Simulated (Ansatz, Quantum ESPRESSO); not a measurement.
## Lattice dynamics of SrOs (Pm-3m) in two programs: relaxing the cell and atoms

Quantum ESPRESSO 7.5; DFT LDA, scalar-relativistic, plane waves, JTH PAW pseudopotentials.

The structure was built from a prototype and need not be the compound's stable phase.

The structure is cubic, space group Pm-3m (No. 221). Conventional cell: a = 4.034 Å, b = 4.034 Å, c = 4.034 Å, α = 90.00°, β = 90.00°, γ = 90.00°. Os has 8 Sr at 3.49 Å nearest. Nearest to Sr lie 8 Os at 3.49 Å. Farther neighbours are not listed.

Step by step:

| step | energy less that of the first step (eV) | largest force (eV/Å) | pressure (GPa) | volume (Å³) |
| --- | --- | --- | --- | --- |
| 1 | 0.0000 | 0.0000 | -13.92 | 65.64 |
| 2 | -0.3918 | 0.0000 | -13.59 | 61.09 |
| 3 | -0.9114 | 0.0000 | -12.06 | 54.67 |
| 4 | -1.4303 | 0.0000 | -5.72 | 45.91 |
| 5 | -1.4739 | 0.0000 | 4.54 | 40.13 |
| 6 | -1.5013 | 0.0000 | -0.58 | 42.49 |
| 7 | -1.5019 | 0.0000 | -0.05 | 42.21 |
| 8 | -1.5019 | 0.0000 | 0.00 | 42.19 |
| 9 | -1.5019 | 0.0000 | 0.00 | 42.19 |
| 10 | -1.5005 | 0.0000 | -0.02 | 42.19 |

```csv
cell as run,before,after,change
a (Å),4.034,3.481,-13.7 %
b (Å),4.034,3.481,-13.7 %
c (Å),4.034,3.481,-13.7 %
volume (Å³/atom),32.82,21.09,-35.7 %
```

Final coordinates:

```
CELL_PARAMETERS angstrom
3.48119 0.00000 0.00000
0.00000 3.48119 0.00000
0.00000 0.00000 3.48119
ATOMIC_POSITIONS crystal
Os 0.00000 0.00000 0.00000
Sr 0.50000 0.50000 0.50000
```

The last row of the table of steps is pw.x's closing run on a basis chosen anew for the final cell, so its energy can jump.

Numbers from this step:

* volume per atom: 21.09 Å³
* pressure: -0.019 GPa

The volume changes by -35.7 % from the cell with which this run began.

Q: Write an input that reproduces this.

The system, level and task follow from the heading and the kind of results. Meshes, cutoffs and thresholds can't be read from the results; these are the ones that the run used.

relax.in

```
&CONTROL
  calculation   = 'vc-relax'
  prefix        = 'x'
  outdir        = './tmp'
  pseudo_dir    = './pseudo'
  tprnfor       = .true.
  tstress       = .true.
  forc_conv_thr = 2.0d-05
  etot_conv_thr = 1.0d-07
  nstep         = 40
/
&SYSTEM
  ibrav       = 1
  celldm(1)   = 7.62311991
  nat         = 2
  ntyp        = 2
  ecutwfc     = 48
  ecutrho     = 240.0
  occupations = 'smearing'
  smearing    = 'mv'
  degauss     = 0.02
/
&ELECTRONS
  conv_thr         = 1.0d-11
  mixing_beta      = 0.7
  electron_maxstep = 100
/
&IONS
/
&CELL
  press_conv_thr = 0.2
/
ATOMIC_SPECIES
 Os    190.2300  Os.upf
 Sr     87.6200  Sr.upf
ATOMIC_POSITIONS crystal
 Os     0.000000000   0.000000000   0.000000000
 Sr     0.500000000   0.500000000   0.500000000
K_POINTS automatic
 8 8 8 0 0 0
```

Started as:

```sh
$ OMP_NUM_THREADS=1 mpirun -n 4 pw.x -nk 4 -in relax.in > relax.out
```

[Host names and launcher messages were left out of these logs when they were recorded.]

[Logs are printed without paths, hosts, clocks, repeated set-up lines and the standing remarks that a program may print on its own settings, such as how far it seeks lower states.]

[Hosts, paths, dates, database ids (printed as entryN), source tags and the programs' standing remarks are cut or masked in the printed files.]
